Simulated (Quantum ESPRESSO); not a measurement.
# Near-edge structure at the O K edge of SiO2 (Quartz, P3_121), part 3 of 3

Aim: the near-edge shape at the O K edge of SiO2 (Quartz, P3_121), and what the core hole does to it.

Quantum ESPRESSO 7.5; X-ray absorption near-edge structure, plane-wave PAW PBE, one-electron final states by a Lanczos continued fraction.

So far. Step 2 (Ground state of the crystal): The mesh shows a gap of 6.00 eV, so the hole is first treated in a charged cell, without the excited electron. Step 3 (Spectrum without a core hole, O atom 4): Main maxima below 24 eV (height): 4.6 eV (1.71), 6.6 eV (2.25), 9.4 eV (1.41), 11.2 eV (1.12), 13.3 eV (0.94) and 15.2 eV (0.81). A K edge sees empty p states on the absorber.

### 8. Spectrum with FCH, O atom 4

The Lanczos recursion gives the spectrum without computing empty bands; each polarisation needs a run of its own on the full k mesh. xe0 is set between filled and empty states, and states below it are cut. The file of filecore holds the core orbital, taken from the hole-free data set.

The input, xspectra.in:

```
&input_xspectra
   calculation='xanes_dipole', edge='K'
   prefix='x', outdir='tmp', xiabs=2, xe0=5.4146
   xonly_plot=.false., x_save_file='xanes.sav'
   xniter=3000, xcheck_conv=20, xerror=0.005
   xcoordcrys=.false., xepsilon(1)=1, xepsilon(2)=0, xepsilon(3)=0
/
&plot
   xnepoint=413, xemin=-10, xemax=45, terminator=.true., cut_occ_states=.true.
   xgamma=0.4
/
&pseudos
   filecore='../O.wfc'
/
&cut_occ
   cut_desmooth=0.1, cut_stepl=0.05, cut_stepu=0.05, cut_ierror=1e-5
/
5 5 4 0 0 0
```

xspectra_1.in, as its differences from xspectra.in of step 8:

```diff
@@ -5,3 +5,3 @@
    xniter=3000, xcheck_conv=20, xerror=0.005
-   xcoordcrys=.false., xepsilon(1)=1, xepsilon(2)=0, xepsilon(3)=0
+   xcoordcrys=.false., xepsilon(1)=0, xepsilon(2)=1, xepsilon(3)=0
 /
```

xspectra_2.in, as its differences from xspectra_1.in of step 8:

```diff
@@ -5,3 +5,3 @@
    xniter=3000, xcheck_conv=20, xerror=0.005
-   xcoordcrys=.false., xepsilon(1)=0, xepsilon(2)=1, xepsilon(3)=0
+   xcoordcrys=.false., xepsilon(1)=0, xepsilon(2)=0, xepsilon(3)=1
 /
```

On the command line:

```console
$ OMP_NUM_THREADS=1 mpirun --oversubscribe --bind-to none -np 8 xspectra.x -nk 8 -in xspectra.in > xspectra.out
```

Output:

```text
     [... banner and references ...]
Reading input_file

     calculation: xanes_dipole

     xepsilon  [cartesian coordinates]:   1.000000   0.000000   0.000000

     xonly_plot: FALSE
        => complete calculation: Lanczos + spectrum plot

     filecore (core-wavefunction file): ../O.wfc

     main plot parameters:
        cut_occ_states: TRUE
        gamma_mode:  constant
        -> using xgamma [eV]:  0.40
        xemin [eV]: -10.00
        xemax [eV]:  45.00
        xnepoint:  413
        xe0 [eV]:   5.414600 (energy zero read in input file)

     WARNING: variable ef_r is obsolete

                      Reading SCF save directory: x.save

     tmp/x.save/

     Exchange-correlation= PBE
                           (   1   4   3   4   0   0   0)

     G-vector sticks info

                           Getting the Fermi energy

     From SCF save directory:
        ehomo [eV]:    2.7184 (highest occupied level)
        elumo [eV]:    8.1109 (lowest occupied level)
        ef    [eV]:    2.7184

     -> ef (in eV) will be written in x_save_file

                           Energy zero of the spectrum

     -> ef will NOT be used as energy zero of the spectrum
       (because xe0 read in input file)

     G-vector sticks info

     bravais-lattice index     =            0
     lattice parameter (alat)  =       9.2895  a.u.
     unit-cell volume          =     763.9073 (a.u.)^3
     number of atoms/cell      =            9
     number of atomic types    =            3
     number of electrons       =        48.00
     number of Kohn-Sham states=           28
     kinetic-energy cutoff     =      50.0000  Ry
     charge density cutoff     =     360.0000  Ry
     Exchange-correlation= PBE
                           (   1   4   3   4   0   0   0)

     celldm(1)=   9.289516  celldm(2)=   0.000000  celldm(3)=   0.000000
     celldm(4)=   0.000000  celldm(5)=   0.000000  celldm(6)=   0.000000

     crystal axes: (cart. coord. in units of alat)
               a(1) = (   0.500000  -0.866025   0.000000 )
               a(2) = (  -0.500000  -0.866025   0.000000 )
               a(3) = (   0.000000   0.000000  -1.100350 )

     reciprocal axes: (cart. coord. in units 2 pi/alat)
               b(1) = (  1.000000 -0.577350  0.000000 )
               b(2) = ( -1.000000 -0.577350 -0.000000 )
               b(3) = (  0.000000 -0.000000 -0.908802 )

     PseudoPot. #1 for Si:     Pseudo is Projector augmented-wave + core cor, Zval =  4.0

     ../pp/O.pbe-n-kjpaw-1sch.UPF
     Pseudo is Projector augmented-wave + core cor, Zval =  7.0
     Shape of augmentation charge: PSQ
     Using radial grid of 1095 points,  4 beta functions with:
                l(1) =   0
                l(2) =   0
                l(3) =   1
                l(4) =   1
     Q(r) pseudized with 0 coefficients

     ../pp/O.pbe-n-kjpaw.UPF
     Pseudo is Projector augmented-wave + core cor, Zval =  6.0
     Shape of augmentation charge: PSQ
     Using radial grid of 1095 points,  4 beta functions with:
                l(1) =   0
                l(2) =   0
                l(3) =   1
                l(4) =   1
     Q(r) pseudized with 0 coefficients

     atomic species   valence    mass     pseudopotential
     Si                4.00     1.00000     Si( 1.00)
     O0                7.00     1.00000     O ( 1.00)
     O                 6.00     1.00000     O ( 1.00)

     No symmetry found

   Cartesian axes

     site n.     atom                  positions (alat units)
         1        Si     tau(   1) = (  -0.2651500  -0.4592533   0.0000000  )
         2        Si     tau(   2) = (   0.2348500  -0.4067721  -0.3667833  )
         3        Si     tau(   3) = (   0.0303000  -0.8660254  -0.7335666  )
         4        O0     tau(   4) = (   0.2198000  -0.6339306  -0.6026250  )
         5        O      tau(   5) = (  -0.0609000  -0.3587077  -0.2358417  )
         6        O      tau(   6) = (  -0.1589000  -0.7394125  -0.9694083  )
         7        O      tau(   7) = (  -0.1589000  -0.9926383  -0.4977249  )
         8        O      tau(   8) = (   0.2198000  -1.0981202  -0.8645082  )
         9        O      tau(   9) = (  -0.0609000  -1.3733431  -0.1309416  )

     number of k points=   100

     Number of k-points >= 100: set verbosity='high' to print them.

     Dense  grid:    88081 G-vectors     FFT dimensions: (  60,  60,  64)

     Smooth grid:    36455 G-vectors     FFT dimensions: (  45,  45,  48)

     The potential is recalculated from file :
     tmp/x.save/charge-density

     Starting wfcs are   36 atomic wfcs
     Checking if some PAW data can be deallocated...

               Reading core wavefunction file for the absorbing atom

     ../O.wfc successfully read

                              Attributing the PAW radii
                     for the absorbing atom [units: Bohr radius]

        PAW proj 1: r_paw(l= 0)= 1.95  (1.5*r_cut)
        PAW proj 2: r_paw(l= 0)= 1.95  (1.5*r_cut)
        PAW proj 3: r_paw(l= 1)= 2.03  (1.5*r_cut)
        PAW proj 4: r_paw(l= 1)= 2.03  (1.5*r_cut)

        NB: The calculation will not necessary use all these r_paw values.
            - For a edge in the electric-dipole approximation,
              only the r_paw(l=1) values are used.
            - For a K edge in the electric-quadrupole approximation,
              only the r_paw(l=2) values are used.

            - For a L2 or L3 edge in the electric-quadrupole approximation,

              all projectors (s, p and d) are used.

                          Starting XANES calculation
                     in the electric dipole approximation

     Method of calculation based on the Lanczos recursion algorithm
        - STEP 1: Construction of a kpoint-dependent Lanczos basis,
          in which the Hamiltonian is tridiagonal (each 'iter'
          corresponds to the calculation of one more Lanczos vector)
        - STEP 2: Calculation of the cross-section as a continued fraction
          averaged over the k-points.

     ... Begin STEP 1 ...

        Radial transition matrix element(s) used in the calculation of the
        initial vector of the Lanczos basis (|tilde{phi}_abs> normalized)
        | For PAW proj. (l=1) #1: radial matrix element =   0.158955460
        | For PAW proj. (l=1) #2: radial matrix element =   0.203554481

NB: the    13 k-point are not all listed below because npool=  8
        |-------------------------------------------------------------
        ! k-point #     1:  ( 0.0000, -0.0000,  0.0000),  0.0200,   1
        |-------------------------------------------------------------
 okvan= T
        |   Norm of the initial Lanczos vector: 0.10981185E+00
        |   Estimated error at iter     20:   1.00308294
        |   Estimated error at iter     40:   0.53066196
        |   Estimated error at iter     60:   0.66584351
        |   Estimated error at iter     80:   0.19477763
        |   Estimated error at iter    100:   0.14301128
[...]
!   => CONVERGED at iter    420 with error=  0.00495209
        |-------------------------------------------------------------
        ! k-point #     2:  ( 0.0000, -0.0000, -0.2272),  0.0200,   1
        |-------------------------------------------------------------
 okvan= T
        |   Norm of the initial Lanczos vector: 0.10982848E+00
[...]
!   => CONVERGED at iter    540 with error=  0.00414580
        |-------------------------------------------------------------
     [... 10 further k-points ...]
        ! k-point #    13:  (-0.6000, -0.3464,  0.0000),  0.0200,   1
        |-------------------------------------------------------------
 okvan= T
        |   Norm of the initial Lanczos vector: 0.10978377E+00
[...]
|   Estimated error at iter    460:   0.01129316
        |   Estimated error at iter    480:   0.01128727
        |   Estimated error at iter    500:   0.00693691
        !   => CONVERGED at iter    520 with error=  0.00301022

     Results of STEP 1 successfully written in x_save_file
     x_save_file name:
     ->  xanes.sav
     x_save_file version:  2

     ... End STEP 1 ...

     ... Begin STEP 2 ...

     The spectrum is calculated using the following parameters:
        xe0 [eV]:    5.4146
        the occupied states are elimintate from the spectrum
        xemin [eV]: -10.00
        xemax [eV]:  45.00
        xnepoint:  413
        constant broadening parameter [eV]:    0.400
        Core level energy [eV]:  -543.1
         (from electron binding energy of neutral atoms in X-ray data booklet)

     Cross-section successfully written in xanes.dat

     ... End STEP 2 ...

                                END JOB XSpectra
```

The job ended after 2.8 min (8 MPI ranks of Arm Neoverse N1, shared host; peak memory 0.09 GiB).

The O K spectrum, O atom 4, full core hole (charged cell) (energy from the lowest empty level; intensity scaled to a mean of 1 over the first 20 eV; the points at xe0, where the cut of filled states can leave a spike, are interpolated; polarised curves are means over the symmetry-equivalent atoms):

| E (eV) | isotropic | ε ⊥ c | ε ∥ c |
| --- | --- | --- | --- |
| -2.00 | 0.05 | 0.05 | 0.05 |
| -1.25 | 0.06 | 0.07 | 0.06 |
| -0.50 | 0.09 | 0.09 | 0.08 |
| 0.25 | 0.16 | 0.17 | 0.14 |
| 1.00 | 0.32 | 0.35 | 0.25 |
| 1.75 | 0.62 | 0.71 | 0.45 |
| 2.50 | 0.99 | 1.00 | 0.96 |
| 3.25 | 2.21 | 2.27 | 2.08 |
| 4.00 | 2.67 | 2.51 | 3.01 |
| 4.75 | 2.76 | 2.81 | 2.66 |
| 5.50 | 2.28 | 2.27 | 2.30 |
| 6.25 | 1.76 | 1.74 | 1.81 |
| 7.00 | 1.20 | 1.16 | 1.28 |
| 7.75 | 0.90 | 0.89 | 0.90 |
| 8.50 | 0.72 | 0.72 | 0.74 |
| 9.25 | 0.85 | 0.83 | 0.91 |
| 10.00 | 0.91 | 0.87 | 1.00 |
| 10.75 | 0.78 | 0.72 | 0.90 |
| 11.50 | 0.83 | 0.79 | 0.90 |
| 12.25 | 0.75 | 0.76 | 0.73 |
| 13.00 | 0.64 | 0.66 | 0.59 |
| 13.75 | 0.62 | 0.65 | 0.56 |
| 14.50 | 0.56 | 0.62 | 0.45 |
| 15.25 | 0.65 | 0.71 | 0.53 |
| 16.00 | 0.55 | 0.58 | 0.48 |
| 16.75 | 0.56 | 0.59 | 0.50 |
| 17.50 | 0.54 | 0.54 | 0.52 |
| 18.25 | 0.59 | 0.60 | 0.57 |
| 19.00 | 0.68 | 0.71 | 0.62 |
| 19.75 | 0.63 | 0.65 | 0.60 |
| 20.50 | 0.66 | 0.67 | 0.65 |
| 21.25 | 0.67 | 0.68 | 0.67 |
| 22.00 | 0.79 | 0.78 | 0.80 |
| 22.75 | 0.88 | 0.82 | 0.98 |
| 23.50 | 0.87 | 0.81 | 1.00 |
| 24.25 | 0.89 | 0.82 | 1.03 |
| 25.00 | 0.90 | 0.84 | 1.03 |
| 25.75 | 0.86 | 0.86 | 0.85 |
| 26.50 | 0.82 | 0.84 | 0.78 |
| 27.25 | 0.75 | 0.78 | 0.70 |
| 28.00 | 0.72 | 0.75 | 0.66 |
| 28.75 | 0.72 | 0.74 | 0.67 |
| 29.50 | 0.64 | 0.65 | 0.63 |
| 30.25 | 0.68 | 0.66 | 0.73 |
| 31.00 | 0.68 | 0.64 | 0.76 |
| 31.75 | 0.69 | 0.65 | 0.78 |

Main maxima below 24 eV (height): 4.8 eV (2.76), 9.7 eV (0.95), 11.3 eV (0.85) and 15.2 eV (0.65). 

The hole costs E(hole) − E(ground) = 533.81 eV, and the lowest empty level of the hole cell lies at 8.11 eV, which puts the zero at 541.92 eV. One term is added: -8.91 eV, since the hole is spin-paired here and a spin-polarised one costs that much less in the free atom (computed apart). The photon energy is then 533.01 eV. The functional and the charged cell's background leave an error of a few eV in such absolute values.

### 9. Another broadening

The final state's lifetime shortens with energy, so measured features broaden above the edge; the saved Lanczos coefficients are redrawn with a width that grows.

The input, xspectra_plot.in:

```
&input_xspectra
   calculation='xanes_dipole', edge='K'
   prefix='x', outdir='tmp', xiabs=2, xe0=5.4146
   xonly_plot=.true., x_save_file='xanes.sav'
   xniter=3000, xcheck_conv=20, xerror=0.005
   xcoordcrys=.false., xepsilon(1)=1, xepsilon(2)=0, xepsilon(3)=0
/
&plot
   xnepoint=413, xemin=-10, xemax=45, terminator=.true., cut_occ_states=.true.
   gamma_mode='variable', gamma_energy(1)=4, gamma_energy(2)=25, gamma_value(1)=0.3, gamma_value(2)=2.5
/
&pseudos
   filecore='../O.wfc'
/
&cut_occ
   cut_desmooth=0.1, cut_stepl=0.05, cut_stepu=0.05, cut_ierror=1e-5
/
5 5 4 0 0 0
```

On the command line:

```console
$ OMP_NUM_THREADS=1 xspectra.x -in xspectra_plot.in > xspectra_plot.out
```

Output:

```text
     [... banner and references ...]
Reading input_file
     -------------------------------------------------------------------------

     calculation: xanes_dipole

     xonly_plot: TRUE
        => only the spectrum plot

     main plot parameters:
        cut_occ_states: TRUE
        gamma_mode:  variable
        -> first, constant up to point ( 4.00, 0.30) [eV]
        -> then, linear up to point (25.00, 2.50) [eV]
        -> finally, constant up to xemax
        xemin [eV]: -10.00
        xemax [eV]:  45.00
        xnepoint:  413
[...]
xemin [eV]: -10.00
        xemax [eV]:  45.00
        xnepoint:  413
        energy-dependent broadening parameter:
         -> first, constant up to point ( 4.00, 0.30) [eV]
         -> then, linear up to point (25.00, 2.50) [eV]
         -> finally, constant up to xemax
        Core level energy [eV]:  -543.1
         (from electron binding energy of neutral atoms in X-ray data booklet)

     Cross-section successfully written in xanes.dat

     -------------------------------------------------------------------------
                                END JOB XSpectra
     -------------------------------------------------------------------------
[key lines of the parts left out:]
Fermi level [eV]:   2.7184
```

Run time: 6.9 s. Hardware: 1 MPI rank; peak memory 0.05 GiB.

With a Lorentzian half width 0.3 eV up to 4 eV, rising linearly to 2.5 eV at 25 eV (counted from xe0, 2.7 eV below the zero used here), the maxima are 4.4 eV (2.53).

### 10. Another broadening

The saved Lanczos coefficients are redrawn with another constant width, to see how the features depend on it.

Edit xspectra_plot.in of step 9 so:

```diff
@@ -9,3 +9,3 @@
    xnepoint=413, xemin=-10, xemax=45, terminator=.true., cut_occ_states=.true.
-   gamma_mode='variable', gamma_energy(1)=4, gamma_energy(2)=25, gamma_value(1)=0.3, gamma_value(2)=2.5
+   xgamma=2
 /
```

Output:

```text
     [... banner and references ...]
Reading input_file
     -------------------------------------------------------------------------

     calculation: xanes_dipole

     xonly_plot: TRUE
        => only the spectrum plot

     main plot parameters:
        cut_occ_states: TRUE
        gamma_mode:  constant
        -> using xgamma [eV]:  2.00
        xemin [eV]: -10.00
        xemax [eV]:  45.00
        xnepoint:  413
        xe0 [eV]:   5.414600 (energy zero read in input file)

     WARNING: variable ef_r is obsolete

[...]
Using the following parameters:
        xe0 [eV]:    5.4146
        the occupied states are elimintate from the spectrum
        xemin [eV]: -10.00
        xemax [eV]:  45.00
        xnepoint:  413
        constant broadening parameter [eV]:    2.000
        Core level energy [eV]:  -543.1
         (from electron binding energy of neutral atoms in X-ray data booklet)

     Cross-section successfully written in xanes.dat

     -------------------------------------------------------------------------
                                END JOB XSpectra
     -------------------------------------------------------------------------
[key lines of the parts left out:]
Fermi level [eV]:   2.7184
```

It took 6.9 s on 1 MPI rank; peak memory 0.05 GiB.

With a Lorentzian half width 2 eV, the maxima are 4.7 eV (1.78).

### 11. What the core hole does

Both curves are counted from their own zero, so only the shift of weight within the empty states shows.

```
E (eV)  no hole   FCH
  -2.0     0.04  0.05
  -1.0     0.05  0.07
   0.0     0.08  0.13
   1.0     0.18  0.32
   2.0     0.40  0.71
   3.0     0.82  1.77
   4.0     1.43  2.67
   5.0     1.62  2.74
   6.0     2.04  1.96
   7.0     2.12  1.20
   8.0     1.46  0.80
   9.0     1.27  0.78
  10.0     1.17  0.91
  11.0     1.09  0.81
  12.0     1.01  0.78
  13.0     0.91  0.64
  14.0     0.75  0.58
  15.0     0.80  0.64
  16.0     0.66  0.55
  17.0     0.57  0.55
  18.0     0.59  0.57
  19.0     0.64  0.68
  20.0     0.66  0.65
  21.0     0.60  0.65
  22.0     0.71  0.79
  23.0     0.76  0.86
  24.0     0.79  0.89
  25.0     0.83  0.90
  26.0     0.85  0.84
  27.0     0.86  0.77
  28.0     0.85  0.72
  29.0     0.84  0.69
  30.0     0.84  0.66
  31.0     0.82  0.68
  32.0     0.89  0.70
```

With each curve scaled to its own mean, the area from −2 to 6 eV with the hole is 9.4 against 5.6, and the centre of weight from −1 to 20 eV moves by -1.2 eV: the hole pulls the absorber's empty states down.

### 12. Summary of results

```json
{
 "absorber and edge": "O K, atom 4 of the ground-state input (counted from 1)",
 "surroundings": "2 Si at 1.61 Å (bent, 144°, site symmetry 1)",
 "highest intensity below 16 eV": "4.8 eV above the zero, height 2.76",
 "photon energy of the zero, with the added terms": "533.0 eV (raw 541.9 eV; uncertain by a few eV)"
}
```

In words: The O K edge of atom 4, with 2 Si at 1.61 Å (bent, 144°, site symmetry 1), has its highest intensity of the first 16 eV at 4.8 eV above the zero, near 538 eV in photon energy (uncertain by a few eV), 2.8 times the mean level of the first 20 eV (Lorentzian half width 0.4 eV). With each curve scaled to its own mean, the area from −2 to 6 eV with the hole is 9.4 against 5.6, and the centre of weight from −1 to 20 eV moves by -1.2 eV: the hole pulls the absorber's empty states down. At the O K edge of atom 4 polarisation matters most near 4.1 eV, where the curves differ by 0.5 on this scale. The holes are only 4.9 Å apart, so the shape is probably not converged with cell size; no larger cell was run here. The structure is a published determination, not relaxed.

[Banner, clock and machine lines of the logs are left out without a mark of their own.]

[Logs are printed without paths, hosts, clocks, repeated set-up lines and the standing remarks that a program may print on its own settings, such as how far it seeks lower states.]

[Hosts, paths, dates, database ids (printed as entryN), source tags and the programs' standing remarks are cut or masked in the printed files.]

[Lists of maxima count a maximum above −3 eV only where it reaches 4 % of the highest in the window and stands out from its surroundings by 2 % of it (1.5 % where it reaches 55 %); shoulders and weaker maxima are passed over, and of the rest the first, up to two pre-edge ones and the few strongest are named.]
